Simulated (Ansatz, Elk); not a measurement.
## How far do independent atoms describe HfB4W?

Structure refinements treat a crystal as free atoms side by side. For a made-up structure of HfB4W (cell and positions from a PBEsol relaxation) the runs below show what the calculated density changes in F(hkl).

Main program and level: Elk 11.2.3 (patched build); DFT, PBE, all-electron APW+lo, Dirac cores, scalar-relativistic bands, static density, no spin.

The structure was built from a prototype and need not be the compound's stable phase.

### Step 1. The structure

Symmetry: P6/mmm, No. 191, hexagonal system. The conventional cell has a = 3.093 Å, b = 3.093 Å, c = 6.622 Å, α = 90.00°, β = 90.00°, γ = 120.00°. W has 12 B at 2.40 Å nearest. Hf has 12 B at 2.47 Å nearest. Nearest to B lie 3 B at 1.79 Å and 3 W at 2.40 Å and 3 Hf at 2.47 Å. Farther neighbours are not listed.

### Step 2. Ground state and structure factors

An all-electron density is needed, since X-rays see the cores too. Task 0 finds the density and task 195 Fourier-transforms it; tshift is off so that phases refer to the origin typed.

The input, elk.in:

```
tasks
  0
  195

xctype
  20

spinpol
  .false.

rgkmax
  7.0

gmaxvr
  14.0

lmaxo
  7

lmaxapw
  8

swidth
  0.002

tshift
  .false.

ramdisk
  .false.

hmaxvr
  5.5

maxscl
  120

epspot
  1e-06

sppath
  './'

avec
  5.84426849539 0.00000000000 0.00000000000
  -2.92213424770 5.06128498355 -0.00000000000
  0.00000000000 -0.00000000000 12.51435882471

atoms
  3
  'W.in'
  1
  0.0000000000 0.0000000000 0.5000000000   0.000000 0.000000 0.000000
  'Hf.in'
  1
  0.0000000000 0.0000000000 0.0000000000   0.000000 0.000000 0.000000
  'B.in'
  4
  0.6666666667 0.3333333333 0.2567787765   0.000000 0.000000 0.000000
  0.6666666667 0.3333333333 0.7432212235   0.000000 0.000000 0.000000
  0.3333333333 0.6666666667 0.2567787765   0.000000 0.000000 0.000000
  0.3333333333 0.6666666667 0.7432212235   0.000000 0.000000 0.000000

ngridk
  8 8 4
```

The run is started by

```sh
OMP_NUM_THREADS=4 elk
```

Numbers of over 12 decimals in the logs are rounded to 6 here.

The log of the run:

```text
┌─────────────────────────┐
│ Elk code version 11.2.3 │
└─────────────────────────┘

All units are atomic (Hartree, Bohr, etc.)

┌─────────────────────────────────────────────────┐
│ Ground-state run starting from atomic densities │
└─────────────────────────────────────────────────┘

Lattice vectors :
   5.844268495       0.000000000       0.000000000
  -2.922134248       5.061284984      -0.000000000
   0.000000000      -0.000000000       12.51435882

Reciprocal lattice vectors :
   1.075102096      0.6207104844       0.000000000
  -0.000000000       1.241420969       0.000000000
  -0.000000000       0.000000000      0.5020780845

Unit cell volume      :    370.1685817
Brillouin zone volume :   0.6701006669

Muffin-tin inner radius fraction :   0.1000000000E-01

Nuclei treated as point charges

Species : 1 (W)
 parameters loaded from : W.in
 name : tungsten
 nuclear charge    :   -74.00000000
 electronic charge :    74.00000000
 atomic mass :    335119.8193
 muffin-tin radius :    2.800000000
 number of radial points in muffin-tin :   1393
 inner part over the whole radius :   0.9904299836E-02
 number on inner part of muffin-tin    :    999
 approximate nuclear radius :   0.1010025921E-03
 number of mesh points to nuclear radius :    520
 atomic positions (lattice), magnetic fields (Cartesian) :
  1 :   0.00000000  0.00000000  0.50000000    0.00000000  0.00000000  0.00000000

Species : 2 (Hf)
 parameters loaded from : Hf.in
 name : hafnium
 nuclear charge    :   -72.00000000
 electronic charge :    72.00000000
 atomic mass :    325367.3659
 muffin-tin radius :    2.800000000
 number of radial points in muffin-tin :   1393
 inner part over the whole radius :   0.9942779402E-02
 number on inner part of muffin-tin    :    999
 approximate nuclear radius :   0.1000320365E-03
 number of mesh points to nuclear radius :    518
 atomic positions (lattice), magnetic fields (Cartesian) :
  1 :   0.00000000  0.00000000  0.00000000    0.00000000  0.00000000  0.00000000

Species : 3 (B)
 parameters loaded from : B.in
 name : boron
 nuclear charge    :   -5.000000000
 electronic charge :    5.000000000
 atomic mass :    19707.24742
 muffin-tin radius :    1.662094994
 number of radial points in muffin-tin :    593
 inner part over the whole radius :   0.9966529884E-02
 number on inner part of muffin-tin    :    404
 approximate nuclear radius :   0.4534157419E-04
 number of mesh points to nuclear radius :    162
 atomic positions (lattice), magnetic fields (Cartesian) :
  1 :  -0.33333333  0.33333333  0.25677878    0.00000000  0.00000000  0.00000000
  2 :  -0.33333333  0.33333333 -0.25677878    0.00000000  0.00000000  0.00000000
  3 :   0.33333333 -0.33333333  0.25677878    0.00000000  0.00000000  0.00000000
  4 :   0.33333333 -0.33333333 -0.25677878    0.00000000  0.00000000  0.00000000

Total number of atoms per unit cell :    6
Total muffin-tin volume :    260.8382576
 ratio of muffin-tin to unit cell volume :   0.7046472081

Spin treatment :
 spin-unpolarised

Number of Bravais lattice symmetries :   24
Number of crystal symmetries         :   24
Crystal has inversion symmetry
Real symmetric eigensolver will be used

k-point grid :      8     8     4
k-point offset :    0.000000000       0.000000000       0.000000000
k-point set is reduced with full crystal symmetry group
Total number of k-points :       30

Muffin-tin radius times maximum |G+k| :    7.000000000
 using average radius
Maximum |G+k| for APW functions       :    3.429024906
Maximum (1/2)|G+k|²                   :    5.879105903
Maximum |G| for potential and density :    14.00000000
Constant for pseudocharge density :   10
 order of it for each species :   17  17  17
 order of it for pair densities of each species (exact exchange by exxq0 0: 18) :   17  17   5
Radial integration step length :    1

G-vector grid sizes :     27    27    56
Number of G-vectors :    17089

Maximum angular momentum used for
 APW functions            :    8
 outer part of muffin-tin :    7
[...]
exchange                    :     -641.53275175396
 correlation                 :     -9.594111
 electron entropic           :    -0.69314401155515E-03
 total energy                :     -31367.579167874

Density of states at Fermi energy :    53.50883824
 (states/Hartree/unit cell)

Estimated indirect band gap :   0.3999658335E-02
 from k-point 21 to k-point 20
Estimated direct band gap   :   0.2486251438E-01
 at k-point 22

Charges :
 core                        :    100.0000000
 valence                     :    66.00000000
 interstitial                :    6.442470642
 muffin-tins (core leakage)
  species : 1 (W)
[...]
species : 2 (Hf)
[...]
species : 3 (B)
[...]
total in muffin-tins        :    159.5575294
 total calculated charge     :    165.9963212
 total charge                :    166.0000000
 error                       :   0.3678810202E-02

RMS change in Kohn-Sham potential (target) :    3.812725387     (  0.1000000000E-05)
Absolute change in total energy (target)   :    3.280723615     (  0.1000000000E-03)

[... loops 3 to 16 left out ...]

┌──────────────────┐
│ Loop number : 17 │
└──────────────────┘

Energies :
 Fermi                       :     0.510499
 sum of occupied eigenvalues :     -19158.221394007
 electron kinetic            :      35202.427487508
 core electron kinetic       :      34010.750961036
 Coulomb                     :     -65914.023774944
 Coulomb potential           :     -53508.181278311
 nuclear-nuclear             :     -2874.1830938296
 electron-nuclear            :     -72629.933558865
 Hartree                     :      9590.0928777508
 Madelung                    :     -39159.933135789
 xc potential                :     -852.46760320463
 exchange                    :     -642.26735541091
 correlation                 :     -9.625225
 electron entropic           :    -0.82576442216911E-03
 total energy                :     -31363.489693656

Density of states at Fermi energy :    66.05798388
 (states/Hartree/unit cell)

Estimated indirect band gap :   0.8947046905E-03
 from k-point 24 to k-point 6
Estimated direct band gap   :   0.5736729200E-02
 at k-point 12

Charges :
 core                        :    100.0000000
 valence                     :    66.00000000
 interstitial                :    6.107370125
 muffin-tins (core leakage)
  species : 1 (W)
[...]
species : 2 (Hf)
[...]
species : 3 (B)
[...]
total in muffin-tins        :    159.8926299
 total calculated charge     :    165.9968192
 total charge                :    166.0000000
 error                       :   0.3180793719E-02

RMS change in Kohn-Sham potential (target) :   0.5244171118E-06 (  0.1000000000E-05)
Absolute change in total energy (target)   :   0.2131047222E-04 (  0.1000000000E-03)

Convergence targets achieved

┌──────────────────┐
│ Loop number : 18 │
└──────────────────┘

Energies :
 Fermi                       :     0.510499
 sum of occupied eigenvalues :     -19158.221395603
 electron kinetic            :      35202.427493974
 core electron kinetic       :      34010.750961037
 Coulomb                     :     -65914.023784279
 Coulomb potential           :     -53508.181267601
 nuclear-nuclear             :     -2874.1830938296
 electron-nuclear            :     -72629.933588146
 Hartree                     :      9590.0928976961
 Madelung                    :     -39159.933150479
 xc potential                :     -852.46762197638
 exchange                    :     -642.26735583967
 correlation                 :     -9.625225
 electron entropic           :    -0.82576450255820E-03
 total energy                :     -31363.489696960

Density of states at Fermi energy :    66.05798836
 (states/Hartree/unit cell)

Estimated indirect band gap :   0.8946869552E-03
 from k-point 24 to k-point 6
Estimated direct band gap   :   0.5736721521E-02
 at k-point 12

Charges :
 core                        :    100.0000000
 valence                     :    66.00000000
 interstitial                :    6.107369958
 muffin-tins (core leakage)
  species : 1 (W)
[...]
species : 2 (Hf)
[...]
species : 3 (B)
[...]
atom 2                    :    3.787204155     (  0.1813494305E-03)
   atom 3                    :    3.787204155     (  0.1813494305E-03)
   atom 4                    :    3.787204155     (  0.1813494305E-03)
 total in muffin-tins        :    159.8926300
 total calculated charge     :    165.9968192
 total charge                :    166.0000000
 error                       :   0.3180793662E-02

┌──────────────────────────────┐
│ Self-consistent loop stopped │
└──────────────────────────────┘

Warning : core states of species 3 leak from the muffin-tin :   0.1813494305E-03

Wrote STATE.OUT
```

It took 18 s on 4 threads of AMD EPYC 9B45 (Zen 5), shared host; peak memory 0.21 GiB; 59 s of CPU time.

SFACRHO.OUT:

```text

h k l indices transformed by vhmat matrix:
   1.000000000       0.000000000       0.000000000    
   0.000000000       1.000000000       0.000000000    
   0.000000000       0.000000000       1.000000000    

      h      k      l  multipl.   |H|            Re(F)            Im(F)           |F|

      0      0      0      1   0.0000000       166.00000      0.18709036E-17   166.00000    
      0      0     -1      2  0.50207808      -2.7155425      0.20548484E-13   2.7155425    
      0      0      2      2   1.0041562       116.30884      0.41337771E-13   116.30884    
     -1      1      0      6   1.2414210       118.78280     -0.12200662E-13   118.78280    
     -1      1      1     12   1.3391073      -1.4404773     -0.65819363E-14   1.4404773    
      0      0     -3      2   1.5062343     -0.33837455      0.84441427E-13  0.33837455    
      0     -1      2     12   1.5967015       122.34632      0.39812688E-13   122.34632    
     -1      0      3     12   1.9518882      -1.9028801     -0.70635414E-13   1.9028801    
      0      0     -4      2   2.0083123       116.97608     -0.71036752E-13   116.97608    
     -2      1      0      6   2.1502042       113.79759     -0.25601149E-12   113.79759    
      2     -1     -1     12   2.2080445      -1.7982817      0.12521733E-13   1.7982817    
     -1      0      4     12   2.3610261       98.790497      0.58755822E-13   98.790497    
      2     -1     -2     12   2.3731219       95.081146     -0.26275571E-12   95.081146    
      2     -2      0      6   2.4828419       96.756401     -0.34675567E-13   96.756401    
      0      0     -5      2   2.5103904      -3.0054607      0.58755822E-13   3.0054607    
      2     -2     -1     12   2.5330982      -1.4151839      0.44949809E-14   1.4151839    
      1     -2      3     12   2.6252847     -0.71198683     -0.61966522E-13  0.71198683    
      2      0      2     12   2.6782146       99.708591      0.62929733E-13   99.708591
```

Elk indexes on the primitive cell of elk.in and gives |H| = 4π sin θ/λ in inverse bohr. Below, one row stands for each form hkl of the conventional cell (m members, Friedel mates merged), F is for one primitive cell and the density is static (no thermal factor). Free-atom factors are Waasmaier and Kirfel's, and R is Σm||F|−|F'||/Σm|F|.

| hkl | m | sin θ/λ (Å⁻¹) | abs F, DFT | neutral atoms | diff. |
| --- | --- | --- | --- | --- | --- |
| 001 | 2 | 0.075 | 2.716 | 2.809 | -0.094 |
| 002 | 2 | 0.151 | 116.309 | 117.144 | -0.835 |
| 100 | 6 | 0.187 | 118.783 | 119.524 | -0.741 |
| 101 | 12 | 0.201 | 1.440 | 1.398 | +0.043 |
| 003 | 2 | 0.227 | 0.338 | 0.307 | +0.031 |
| 102 | 12 | 0.240 | 122.346 | 122.456 | -0.110 |
| 103 | 12 | 0.293 | 1.903 | 2.002 | -0.099 |
| 004 | 2 | 0.302 | 116.976 | 117.161 | -0.185 |
| 110 | 6 | 0.323 | 113.798 | 114.098 | -0.300 |
| 111 | 12 | 0.332 | 1.798 | 1.808 | -0.009 |
| 104 | 12 | 0.355 | 98.790 | 98.937 | -0.146 |
| 112 | 12 | 0.357 | 95.081 | 95.133 | -0.052 |
| 200 | 6 | 0.373 | 96.756 | 96.670 | +0.086 |
| 005 | 2 | 0.378 | 3.006 | 2.956 | +0.049 |
| 201 | 12 | 0.381 | 1.415 | 1.350 | +0.065 |
| 113 | 12 | 0.395 | 0.712 | 0.635 | +0.077 |
| 202 | 12 | 0.403 | 99.709 | 99.897 | -0.188 |
| 105 | 12 | 0.421 | 0.874 | 0.801 | +0.073 |

### Step 3. The highest occupied states alone

An energy window below the Fermi level keeps the highest occupied states, to see at which angles they scatter; shallow core shells can lie inside it and anion s states outside. No new self-consistency is needed.

Changes to elk.in since step 2:

```diff
@@ -1,3 +1,2 @@
 tasks
-  0
   195
@@ -40,2 +39,5 @@
 
+wsfac
+  -0.040740 0.810500
+
 sppath
```

The run is started by

```sh
OMP_NUM_THREADS=4 elk
```

The log of the run:

```text
┌─────────────────────────────────┐
│ Elk code version 11.2.3 started │
└─────────────────────────────────┘

Info(readinput): the functional depends on the density's gradient
 muffin-tin radial points multiplied by    2.00000
 (not where nrmtscf is given)

┌────────────────────┐
│ Current task : 195 │
└────────────────────┘
Info(checkmt): changed muffin-tin radius of species 3 (B) from   1.8000 to   1.6621

Info(sfacrho): density structure factors written to SFACRHO.OUT

 Energy window :  -0.4074000000E-01  0.8105000000

┌──────────────────┐
│ Elk code stopped │
└──────────────────┘
```

Elapsed: 3.8 s, on 4 threads; peak memory 0.16 GiB; 7.1 s of CPU time.

States within 15 eV below the Fermi level hold 35.99 electrons; any levels below the window count with the cores. Their amplitudes can exceed the total, where window and core parts have opposite phase:

| hkl | sin θ/λ (Å⁻¹) | abs F, window | abs F, all |
| --- | --- | --- | --- |
| 001 | 0.075 | 11.474 | 2.716 |
| 002 | 0.151 | 9.439 | 116.309 |
| 100 | 0.187 | 11.273 | 118.783 |
| 101 | 0.201 | 11.160 | 1.440 |
| 003 | 0.227 | 11.131 | 0.338 |
| 102 | 0.240 | 12.734 | 122.346 |
| 103 | 0.293 | 9.880 | 1.903 |
| 004 | 0.302 | 10.626 | 116.976 |
| 110 | 0.323 | 9.681 | 113.798 |
| 111 | 0.332 | 9.098 | 1.798 |

### Step 4. Another functional

The difference from free atoms is small, so it is set against the change that LDA (Perdew-Wang) makes.

Changes to elk.in since step 3:

```diff
@@ -1,2 +1,3 @@
 tasks
+  0
   195
@@ -4,3 +5,3 @@
 xctype
-  20
+  3
 
@@ -39,5 +40,2 @@
 
-wsfac
-  -0.040740 0.810500
-
 sppath
```

The run is started by

```sh
OMP_NUM_THREADS=4 elk
```

The log of the run:

```text
┌─────────────────────────┐
│ Elk code version 11.2.3 │
└─────────────────────────┘

All units are atomic (Hartree, Bohr, etc.)

┌─────────────────────────────────────────────────┐
│ Ground-state run starting from atomic densities │
└─────────────────────────────────────────────────┘

Lattice vectors :
   5.844268495       0.000000000       0.000000000
  -2.922134248       5.061284984      -0.000000000
   0.000000000      -0.000000000       12.51435882

Reciprocal lattice vectors :
   1.075102096      0.6207104844       0.000000000
[...]
species : 1 (W)
[...]
species : 2 (Hf)
[...]
species : 3 (B)
[...]
atom 3                    :    3.786989555     (  0.1936343009E-03)
   atom 4                    :    3.786989555     (  0.1936343009E-03)
 total in muffin-tins        :    159.9508478
 total calculated charge     :    165.9967559
 total charge                :    166.0000000
 error                       :   0.3244075241E-02

┌──────────────────────────────┐
│ Self-consistent loop stopped │
└──────────────────────────────┘

Warning : core states of species 3 leak from the muffin-tin :   0.1936343009E-03

Wrote STATE.OUT
[key lines of the parts left out:]
total energy                :     -31344.180984660
```

It took 11 s on 4 threads; peak memory 0.16 GiB.

Against the first run R = 0.03 %; the largest change is -0.047 at 308.

### Step 5. Basis size

The basis and the expansions that go with it are enlarged, to see whether the differences are converged.

Changes to elk.in since step 4:

```diff
@@ -5,3 +5,3 @@
 xctype
-  3
+  20
 
@@ -11,12 +11,12 @@
 rgkmax
-  7.0
+  8.5
 
 gmaxvr
-  14.0
+  18.0
 
 lmaxo
-  7
+  9
 
 lmaxapw
-  8
+  10
```

The run is started by

```sh
OMP_NUM_THREADS=4 elk
```

The log of the run:

```text
┌─────────────────────────┐
│ Elk code version 11.2.3 │
└─────────────────────────┘

All units are atomic (Hartree, Bohr, etc.)

┌─────────────────────────────────────────────────┐
│ Ground-state run starting from atomic densities │
└─────────────────────────────────────────────────┘

Lattice vectors :
   5.844268495       0.000000000       0.000000000
  -2.922134248       5.061284984      -0.000000000
   0.000000000      -0.000000000       12.51435882

Reciprocal lattice vectors :
   1.075102096      0.6207104844       0.000000000
[...]
species : 1 (W)
[...]
species : 2 (Hf)
[...]
species : 3 (B)
[...]
atom 3                    :    3.788664543     (  0.1814045038E-03)
   atom 4                    :    3.788664543     (  0.1814045038E-03)
 total in muffin-tins        :    159.8992725
 total calculated charge     :    165.9992039
 total charge                :    166.0000000
 error                       :   0.7961004377E-03

┌──────────────────────────────┐
│ Self-consistent loop stopped │
└──────────────────────────────┘

Warning : core states of species 3 leak from the muffin-tin :   0.1814045038E-03

Wrote STATE.OUT
[key lines of the parts left out:]
total energy                :     -31363.489968218
```

Run time: 34 s. Hardware: 4 threads; peak memory 0.36 GiB; 1.7 min of CPU time.

Against the first run R = 0.00 %; the largest change is -0.023 at 006.

### Step 6. Settings against the effect

| run | R against the first run (%) | R against neutral atoms, low angle (%) | wall time |
| --- | --- | --- | --- |
| PBE, rgkmax 7 | 0.00 | 0.38 | 18 s |
| LDA (Perdew-Wang) | 0.03 | 0.36 | 11 s |
| rgkmax 8.5 with larger expansions | 0.00 | 0.38 | 34 s |

### Step 7. What came out

| Property | Result |
| --- | --- |
| R against neutral atoms, sin θ/λ < 0.3 Å⁻¹ | 0.38 % |
| R against neutral atoms, 0.3 to 0.82 Å⁻¹ | 0.22 % |

**Reading.** Independent neutral atoms miss the calculated amplitudes by R = 0.38 % below 0.3 Å⁻¹ and 0.22 % from there to 0.82 Å⁻¹; by shells, 3.45 % below 0.15 Å⁻¹ (1 form), 0.37 % 0.15 to 0.3 (6 forms), 0.18 % 0.3 to 0.45 (13 forms), 0.23 % above 0.45 (61 forms). Bonding, aspherical density and the tables' own atoms all enter these figures, and the runs don't part them. The largest change of an amplitude is -0.84 electrons, at 002. The window's part falls from 36.0 electrons at the origin to at most 6.67 between 0.45 and 0.82 Å⁻¹, where compact states inside the window still scatter. The window holds more than the 22 outer electrons of the free atoms, so shallow core shells lie inside it. Below 0.3 Å⁻¹ the changes that finished (LDA (Perdew-Wang) and rgkmax 8.5 with larger expansions) move F by R = 0.02 % at most, against the 0.38 % that separates it from free atoms. The k-mesh has no finished test. These runs have no spin, though d or f shells may be open. Spin-orbit coupling is left out, which can matter for elements this heavy. Part of the difference isn't bonding: the tables are fits to free atoms and ions calculated by other methods than this functional. Thermal motion, anomalous dispersion and extinction are left out.

[Logs are printed without paths, hosts, clocks, repeated set-up lines and the standing remarks that a program may print on its own settings, such as how far it seeks lower states.]

[Hosts, paths, dates, database ids (printed as entryN), source tags and the programs' standing remarks are cut or masked in the printed files.]
